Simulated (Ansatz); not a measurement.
**A faulty run on SnO2(001) slab (96 atoms)**

Program: Ansatz 0.2.0. The cell: 32 Sn and 64 O.

Input file input.yaml:

```yaml
crystal:
  lattice:
    - [9.474, 0.0, 0.0]
    - [0.0, 9.474, 0.0]
    - [0.0, 0.0, 23.151]
  atoms:
    - { symbol: Sn, position: [0.99797, 0.00175, 0.25974] }
    - { symbol: Sn, position: [0.25095, 0.25062, 0.32914] }
    - { symbol: O, position: [0.15302, 0.15437, 0.25937] }
    - { symbol: O, position: [0.34694, 0.34778, 0.25783] }
    - { symbol: O, position: [0.09581, 0.40234, 0.32783] }
    - { symbol: O, position: [0.40421, 0.09807, 0.32849] }
    - { symbol: Sn, position: [0.00322, 0.99862, 0.39673] }
    - { symbol: Sn, position: [0.24714, 0.25285, 0.46668] }
    - { symbol: O, position: [0.15544, 0.15477, 0.39733] }
    - { symbol: O, position: [0.34535, 0.34763, 0.39726] }
    - { symbol: O, position: [0.09452, 0.40228, 0.46488] }
    - { symbol: O, position: [0.40407, 0.09926, 0.46558] }
    - { symbol: Sn, position: [0.99942, 0.00109, 0.5343] }
    - { symbol: Sn, position: [0.25142, 0.25272, 0.60239] }
    - { symbol: O, position: [0.15398, 0.15091, 0.5344] }
    - { symbol: O, position: [0.34552, 0.34875, 0.53544] }
    - { symbol: O, position: [0.09519, 0.40024, 0.60173] }
    - { symbol: O, position: [0.40325, 0.09624, 0.60306] }
    [... 72 atom lines left out ...]
    - { symbol: Sn, position: [0.50026, 0.50323, 0.67087] }
    - { symbol: Sn, position: [0.75669, 0.75157, 0.74085] }
    - { symbol: O, position: [0.65786, 0.6511, 0.67215] }
    - { symbol: O, position: [0.84618, 0.85072, 0.67235] }
    - { symbol: O, position: [0.59498, 0.9016, 0.74221] }
    - { symbol: O, position: [0.90277, 0.59528, 0.74137] }
kpoints:
  mp_grid: { grid: [1, 1, 1] }
hamiltonian:
  xc: pbe
scf:
  occupations: { method: fixed }
  max_iter: 80
output:
  forces: true
ecutwfc: 400
```

Started as:

```console
$ ansatz run input.yaml --threads 4 --pin off --max-ram 8192MiB --backend cpu --events-out ev --progress --plain --runs-dir out
```

Log:

```text
Error: YAML parse error: error: line 112 column 1: unknown field `ecutwfc`, expected one of crystal, accuracy, basis, kpoints, hamiltonian, magnetization, projection, total_charge, correlation, batch, efield, external_charges, scf, relax, neb, [...]
   --> <input>:112:1
    |
110 | output:
111 |   forces: true
112 | ecutwfc: 400
    | ^ unknown field `ecutwfc`, expected one of crystal, accuracy, basis, kpoints, hamiltonian, magnetization, projection, total_charge, correlation, batch, efield, external_charges, scf, relax, neb, saddle, md, ramp, phonons, dielectric, real_time, elastic, magnetic_configurations, gw, evaluate, workflow, output, checkpoint, execution
```

Run time: 0.02 s. Hardware: 4 threads of Arm Neoverse V2, shared host; peak memory 0.021 GiB; 0.02 s of CPU time.

What is at fault here, and what would mend it?

A keyword that the input doesn't take in that place: ecutwfc = 400.

The fix is to take out ecutwfc.

The program refused it before any cycle.

[Logs are printed without paths, hosts, clocks, repeated set-up lines and the standing remarks that a program may print on its own settings, such as how far it seeks lower states.]

[Hosts, paths, dates, database ids (printed as entryN), source tags and the programs' standing remarks are cut or masked in the printed files.]
